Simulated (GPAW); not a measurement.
# zigzag Nb chain, bond 2.823 A: a ladder in the plane-wave cutoff, part 2 of 2

Two starts of zigzag Nb chain, bond 2.823 A are run at each rung of the plane-wave cutoff. Which rung is enough?

GPAW 26.7.0; revPBE; plane waves with GPAW's PAW setups, scalar-relativistic.

So far, largest spin moment in the augmentation sphere (μB): step 3 (rung 1 (250 eV), start antiferro +-) 1.22; step 5 (cutoff 325 eV) 1.25; step 7 (cutoff 400 eV) 1.25.

### 8. Rung 4 (500 eV), start ferro ++

Input file order1.py:

```python
import json
import numpy as np
from ase import Atoms
from ase.parallel import paropen, parprint
from gpaw import GPAW

atoms = Atoms(['Nb', 'Nb'],
    cell=[[12.0, 0.0, 0.0],
         [0.0, 12.0, 0.0],
         [0.0, 0.0, 3.3876]],
    scaled_positions=[[0.4059, 0.5, 0.0],
         [0.5941, 0.5, 0.5]],
    pbc=True,
    magmoms=[1.0, 1.0])
atoms.calc = GPAW(mode={'name': 'pw', 'ecut': 500},
    xc='revPBE',
    kpts={'size': (1, 1, 8), 'gamma': True},
    occupations={'name': 'fermi-dirac', 'width': 0.1},
    convergence={'density': 1e-05, 'energy': 1e-05},
    maxiter=200,
    symmetry={'tolerance': 1e-4},
    txt='order1.txt')
e = atoms.get_potential_energy(force_consistent=True)
res = {'free_energy': e, 'energy_sigma0': atoms.get_potential_energy(), 'fermi_energy': atoms.calc.get_fermi_level()}
res['moments'] = atoms.get_magnetic_moments().tolist()
res['total'] = atoms.get_magnetic_moment()
parprint('site moments (muB):', np.round(res['moments'], 3))
parprint(f"total moment: {res['total']:.3f} muB")
parprint(f'free energy: {e:.6f} eV')
atoms.calc.write('order1.gpw')
with paropen('results.json', 'w') as f:
    json.dump(res, f)
```

The run is started by

```console
OMP_NUM_THREADS=1 python3 order1.py > order1.log
```

What it wrote:

```text
site moments (muB): [0. 0.]
total moment: 0.000 muB
free energy: -12.553874 eV

--- order1.txt ---
Input parameters:
  mode=PW(ecut=500),
  convergence={'density': 1e-05, 'energy': 1e-05},
  kpts=MonkhorstPack(size=(1, 1, 8), gamma=True),
  maxiter=200,
  occupations=Occupations(name='fermi-dirac', width=0.1),
  symmetry=Symmetry(tolerance=0.0001),
  xc=XC(name='revPBE')

Diagonalizing LCAO Hamiltonian
[...]
|          7 |       -33.264 |     1.000 |       -33.264 |     1.000 |
|          8 |        -5.191 |     1.000 |        -5.191 |     1.000 |
[...]
|         17 |        -1.283 |     0.000 |        -1.283 |     0.000 |
|         18 |        -1.004 |     0.000 |        -1.003 |     0.000 |
|         19 |        -0.389 |     0.000 |        -0.389 |     0.000 |
|         20 |        -0.067 |     0.000 |        -0.066 |     0.000 |

No gap
No difference between direct/indirect transitions


[key lines of the parts left out:]
Free energy:     -12.553874
Converged in 44 steps
dipole moment: (0.000003, 0.000002, -12.371493)  # |e|*Ang
Fermi level: -2.257
```

Wall time 2.6 min (1 MPI rank of Intel Xeon Platinum 8488C (Sapphire Rapids), shared host); peak memory 0.38 GiB.

Numbers from this step:

* final state: non-magnetic

After 44 cycles the seed has died away: no moment is left.

### 9. Rung 4 (500 eV), start antiferro +-

Input file order2.py:

```python
import json
import numpy as np
from ase import Atoms
from ase.parallel import paropen, parprint
from gpaw import GPAW

atoms = Atoms(['Nb', 'Nb'],
    cell=[[12.0, 0.0, 0.0],
         [0.0, 12.0, 0.0],
         [0.0, 0.0, 3.3876]],
    scaled_positions=[[0.4059, 0.5, 0.0],
         [0.5941, 0.5, 0.5]],
    pbc=True,
    magmoms=[1.0, -1.0])
atoms.calc = GPAW(mode={'name': 'pw', 'ecut': 500},
    xc='revPBE',
    kpts={'size': (1, 1, 8), 'gamma': True},
    occupations={'name': 'fermi-dirac', 'width': 0.1},
    convergence={'density': 1e-05, 'energy': 1e-05},
    maxiter=200,
    symmetry={'tolerance': 1e-4},
    txt='order2.txt')
e = atoms.get_potential_energy(force_consistent=True)
res = {'free_energy': e, 'energy_sigma0': atoms.get_potential_energy(), 'fermi_energy': atoms.calc.get_fermi_level()}
res['moments'] = atoms.get_magnetic_moments().tolist()
res['total'] = atoms.get_magnetic_moment()
parprint('site moments (muB):', np.round(res['moments'], 3))
parprint(f"total moment: {res['total']:.3f} muB")
parprint(f'free energy: {e:.6f} eV')
atoms.calc.write('order2.gpw')
with paropen('results.json', 'w') as f:
    json.dump(res, f)
```

The run is started by

```console
OMP_NUM_THREADS=1 python3 order2.py > order2.log
```

What it wrote:

```text
site moments (muB): [ 1.254 -1.254]
total moment: -0.000 muB
free energy: -12.731302 eV

--- order2.txt ---
Input parameters:
  mode=PW(ecut=500),
  convergence={'density': 1e-05, 'energy': 1e-05},
  kpts=MonkhorstPack(size=(1, 1, 8), gamma=True),
  maxiter=200,
  occupations=Occupations(name='fermi-dirac', width=0.1),
  symmetry=Symmetry(tolerance=0.0001),
  xc=XC(name='revPBE')

Diagonalizing LCAO Hamiltonian
[...]
|          7 |       -32.686 |     1.000 |       -32.686 |     1.000 |
|          8 |        -5.178 |     1.000 |        -5.178 |     1.000 |
[...]
|         16 |        -1.155 |     0.000 |        -1.155 |     0.000 |
|         17 |        -0.730 |     0.000 |        -0.730 |     0.000 |
|         18 |        -0.564 |     0.000 |        -0.564 |     0.000 |
|         19 |         0.042 |     0.000 |         0.042 |     0.000 |

No gap
No difference between direct/indirect transitions


[key lines of the parts left out:]
Free energy:     -12.731302
Converged in 20 steps
dipole moment: (0.000004, 0.000002, -12.358885)  # |e|*Ang
Fermi level: -2.326
```

The job ended after 73 s (1 MPI rank; peak memory 0.37 GiB).

Numbers from this step:

- magnetization: 0 μB
- final state: antiferromagnetic
- largest moment: 1.254 μB

This start lies -88.7 meV a seeded atom from the first, a change of -0.2 meV since rung 3; its largest moment is 1.25 μB.

### 10. Rung 5 (650 eV), start ferro ++

order1.py is the script of step 8 with these lines changed:

```diff
@@ -14,3 +14,3 @@
     magmoms=[1.0, 1.0])
-atoms.calc = GPAW(mode={'name': 'pw', 'ecut': 500},
+atoms.calc = GPAW(mode={'name': 'pw', 'ecut': 650},
     xc='revPBE',
```

The run is started by

```console
OMP_NUM_THREADS=1 python3 order1.py > order1.log
```

What it wrote:

```text
site moments (muB): [-0.  0.]
total moment: -0.000 muB
free energy: -12.559027 eV

--- order1.txt ---
Input parameters:
  mode=PW(ecut=650),
  convergence={'density': 1e-05, 'energy': 1e-05},
  kpts=MonkhorstPack(size=(1, 1, 8), gamma=True),
  maxiter=200,
  occupations=Occupations(name='fermi-dirac', width=0.1),
  symmetry=Symmetry(tolerance=0.0001),
  xc=XC(name='revPBE')

Diagonalizing LCAO Hamiltonian
[...]
|          7 |       -33.265 |     1.000 |       -33.265 |     1.000 |
|          8 |        -5.192 |     1.000 |        -5.192 |     1.000 |
[...]
|         17 |        -1.283 |     0.000 |        -1.283 |     0.000 |
|         18 |        -1.003 |     0.000 |        -1.004 |     0.000 |
|         19 |        -0.389 |     0.000 |        -0.389 |     0.000 |
|         20 |        -0.067 |     0.000 |        -0.067 |     0.000 |

No gap
No difference between direct/indirect transitions


[key lines of the parts left out:]
Free energy:     -12.559027
Converged in 36 steps
dipole moment: (0.000003, 0.000002, -12.371547)  # |e|*Ang
Fermi level: -2.257
```

The job ended after 2.9 min (1 MPI rank; peak memory 0.5 GiB).

Numbers from this step:

```
final state : non-magnetic
```

After 36 cycles the seed has died away: no moment is left.

### 11. Rung 5 (650 eV), start antiferro +-

order2.py is the script of step 9 with these lines changed:

```diff
@@ -14,3 +14,3 @@
     magmoms=[1.0, -1.0])
-atoms.calc = GPAW(mode={'name': 'pw', 'ecut': 500},
+atoms.calc = GPAW(mode={'name': 'pw', 'ecut': 650},
     xc='revPBE',
```

The run is started by

```console
OMP_NUM_THREADS=1 python3 order2.py > order2.log
```

What it wrote:

```text
site moments (muB): [ 1.254 -1.254]
total moment: 0.000 muB
free energy: -12.736591 eV

--- order2.txt ---
Input parameters:
  mode=PW(ecut=650),
  convergence={'density': 1e-05, 'energy': 1e-05},
  kpts=MonkhorstPack(size=(1, 1, 8), gamma=True),
  maxiter=200,
  occupations=Occupations(name='fermi-dirac', width=0.1),
  symmetry=Symmetry(tolerance=0.0001),
  xc=XC(name='revPBE')

Diagonalizing LCAO Hamiltonian
[...]
|          7 |       -32.686 |     1.000 |       -32.686 |     1.000 |
|          8 |        -5.178 |     1.000 |        -5.178 |     1.000 |
[...]
|         16 |        -1.155 |     0.000 |        -1.155 |     0.000 |
|         17 |        -0.730 |     0.000 |        -0.730 |     0.000 |
|         18 |        -0.564 |     0.000 |        -0.564 |     0.000 |
|         19 |         0.042 |     0.000 |         0.042 |     0.000 |

No gap
No difference between direct/indirect transitions


[key lines of the parts left out:]
Free energy:     -12.736591
Converged in 21 steps
dipole moment: (-0.000001, 0.000002, -12.358936)  # |e|*Ang
Fermi level: -2.326
```

Elapsed: 1.8 min, on 1 MPI rank; peak memory 0.49 GiB.

This step gave:

```
magnetization  : 0 μB
final state    : antiferromagnetic
largest moment : 1.254 μB
```

This start lies -88.8 meV a seeded atom from the first, a change of -0.1 meV since rung 4; its largest moment is 1.25 μB.

### 12. Rung 6 (800 eV), start ferro ++

order1.py is the script of step 10 with these lines changed:

```diff
@@ -14,3 +14,3 @@
     magmoms=[1.0, 1.0])
-atoms.calc = GPAW(mode={'name': 'pw', 'ecut': 650},
+atoms.calc = GPAW(mode={'name': 'pw', 'ecut': 800},
     xc='revPBE',
```

The run is started by

```console
OMP_NUM_THREADS=1 python3 order1.py > order1.log
```

What it wrote:

```text
site moments (muB): [ 0. -0.]
total moment: 0.000 muB
free energy: -12.559457 eV

--- order1.txt ---
Input parameters:
  mode=PW(ecut=800),
  convergence={'density': 1e-05, 'energy': 1e-05},
  kpts=MonkhorstPack(size=(1, 1, 8), gamma=True),
  maxiter=200,
  occupations=Occupations(name='fermi-dirac', width=0.1),
  symmetry=Symmetry(tolerance=0.0001),
  xc=XC(name='revPBE')

Diagonalizing LCAO Hamiltonian
[...]
|          7 |       -33.265 |     1.000 |       -33.265 |     1.000 |
|          8 |        -5.192 |     1.000 |        -5.192 |     1.000 |
[...]
|         17 |        -1.283 |     0.000 |        -1.283 |     0.000 |
|         18 |        -1.004 |     0.000 |        -1.003 |     0.000 |
|         19 |        -0.389 |     0.000 |        -0.389 |     0.000 |
|         20 |        -0.067 |     0.000 |        -0.067 |     0.000 |

No gap
No difference between direct/indirect transitions


[key lines of the parts left out:]
Free energy:     -12.559457
Converged in 32 steps
dipole moment: (0.000007, 0.000002, -12.371543)  # |e|*Ang
Fermi level: -2.257
```

Elapsed: 3.5 min, on 1 MPI rank; peak memory 0.67 GiB.

Numbers from this step:

```
final state : non-magnetic
```

After 32 cycles the seed has died away: no moment is left.

### 13. Rung 6 (800 eV), start antiferro +-

order2.py is the script of step 11 with these lines changed:

```diff
@@ -14,3 +14,3 @@
     magmoms=[1.0, -1.0])
-atoms.calc = GPAW(mode={'name': 'pw', 'ecut': 650},
+atoms.calc = GPAW(mode={'name': 'pw', 'ecut': 800},
     xc='revPBE',
```

The run is started by

```console
OMP_NUM_THREADS=1 python3 order2.py > order2.log
```

What it wrote:

```text
site moments (muB): [ 1.254 -1.254]
total moment: 0.000 muB
free energy: -12.737049 eV

--- order2.txt ---
Input parameters:
  mode=PW(ecut=800),
  convergence={'density': 1e-05, 'energy': 1e-05},
  kpts=MonkhorstPack(size=(1, 1, 8), gamma=True),
  maxiter=200,
  occupations=Occupations(name='fermi-dirac', width=0.1),
  symmetry=Symmetry(tolerance=0.0001),
  xc=XC(name='revPBE')

Diagonalizing LCAO Hamiltonian
[...]
|          7 |       -32.686 |     1.000 |       -32.686 |     1.000 |
|          8 |        -5.178 |     1.000 |        -5.178 |     1.000 |
[...]
|         16 |        -1.155 |     0.000 |        -1.155 |     0.000 |
|         17 |        -0.730 |     0.000 |        -0.730 |     0.000 |
|         18 |        -0.564 |     0.000 |        -0.564 |     0.000 |
|         19 |         0.192 |     0.000 |         0.192 |     0.000 |

No gap
No difference between direct/indirect transitions


[key lines of the parts left out:]
Free energy:     -12.737049
Converged in 21 steps
dipole moment: (0.000002, 0.000002, -12.358928)  # |e|*Ang
Fermi level: -2.326
```

Run time: 2.3 min. Hardware: 1 MPI rank; peak memory 0.65 GiB.

Numbers from this step:

```yaml
magnetization: 0 μB
final_state: antiferromagnetic
largest_moment: 1.254 μB
```

This start lies -88.8 meV a seeded atom from the first, a change of -0.0 meV since rung 5; its largest moment is 1.25 μB.

### 14. A faulty input

A slip in the input shows what the program catches and what it lets pass.

run.py, as its differences from order2.py of step 13:

```diff
@@ -13,5 +13,5 @@
     pbc=True,
-    magmoms=[1.0, -1.0])
-atoms.calc = GPAW(mode={'name': 'pw', 'ecut': 800},
-    xc='revPBE',
+    magmoms=[1.0, 1.0])
+atoms.calc = GPAW(mode={'name': 'pw', 'ecut': 550},
+    xc='PBE96',
     kpts={'size': (1, 1, 8), 'gamma': True},
@@ -19,5 +19,5 @@
     convergence={'density': 1e-05, 'energy': 1e-05},
-    maxiter=200,
+    maxiter=100,
     symmetry={'tolerance': 1e-4},
-    txt='order2.txt')
+    txt='run.txt')
 e = atoms.get_potential_energy(force_consistent=True)
@@ -29,3 +29,3 @@
 parprint(f'free energy: {e:.6f} eV')
-atoms.calc.write('order2.gpw')
+atoms.calc.write('run.gpw')
 with paropen('results.json', 'w') as f:
```

The run is started by

```console
OMP_NUM_THREADS=1 python3 run.py > run.log
```

What it wrote:

```text
NameError: Unknown functional: PBE96.

--- run.txt ---
Input parameters:
  mode=PW(ecut=550),
  convergence={'density': 1e-05, 'energy': 1e-05},
  kpts=MonkhorstPack(size=(1, 1, 8), gamma=True),
  maxiter=100,
  occupations=Occupations(name='fermi-dirac', width=0.1),
  symmetry=Symmetry(tolerance=0.0001),
  xc=XC(name='PBE96')
```

The job ended after 1.3 s (1 MPI rank; peak memory 0.1 GiB).

The input was rejected at the start.

The program's message: “NameError: Unknown functional: PBE96.”

The fault put into the input: an unknown functional.

The functional must be one that the program lists.

### 15. The rungs together

Ladder, by row:

| rung | cutoff (eV) | state from the first start | state from the second start | second less first (meV a seeded atom) | moment, first (μB) | moment, second (μB) | CPU time (s) |
| --- | --- | --- | --- | --- | --- | --- | --- |
| 1 | 250 | non-magnetic | antiferromagnetic | -83.84 | 0 | 1.217 | 74.37 |
| 2 | 325 | non-magnetic | antiferromagnetic | -87.77 | 1.89e-4 | 1.246 | 114.5 |
| 3 | 400 | non-magnetic | antiferromagnetic | -88.54 | 1.81e-4 | 1.253 | 125.9 |
| 4 | 500 | non-magnetic | antiferromagnetic | -88.71 | 1.02e-4 | 1.254 | 231.4 |
| 5 | 650 | non-magnetic | antiferromagnetic | -88.78 | 0 | 1.254 | 281.3 |
| 6 | 800 | non-magnetic | antiferromagnetic | -88.8 | 1.71e-4 | 1.254 | 345.2 |

### 16. Summary of results

```yaml
range_of_the_moment_in_the_table_second_start: 1.22 to 1.25 μB
range_of_cpu_time: 74 s to 5.8 min
range_of_the_energy_difference: -88.8 to -83.8 meV a seeded atom
first_rung_from_which_all_stay_within_4p4_mev_of_the_last: 2
```

In words: From rung 2 on the result stays within 1.0 meV of the last rung, inside the margin of 4.4 meV set for it, at 33 % of the last rung's cost. The second start ends lower on every rung of the table; whether functional and cell give the true order is another question.

[Logs and program files are shortened in this print: banners, set-up blocks, solver, clock and traceback lines can be left out without a mark of their own.]

[Logs are printed without paths, hosts, clocks, repeated set-up lines and the standing remarks that a program may print on its own settings, such as how far it seeks lower states.]

[Hosts, paths, dates, database ids (printed as entryN), source tags and the programs' standing remarks are cut or masked in the printed files.]

[Where a cell is said to come from a database of computed structures, the database is the Materials Project.]
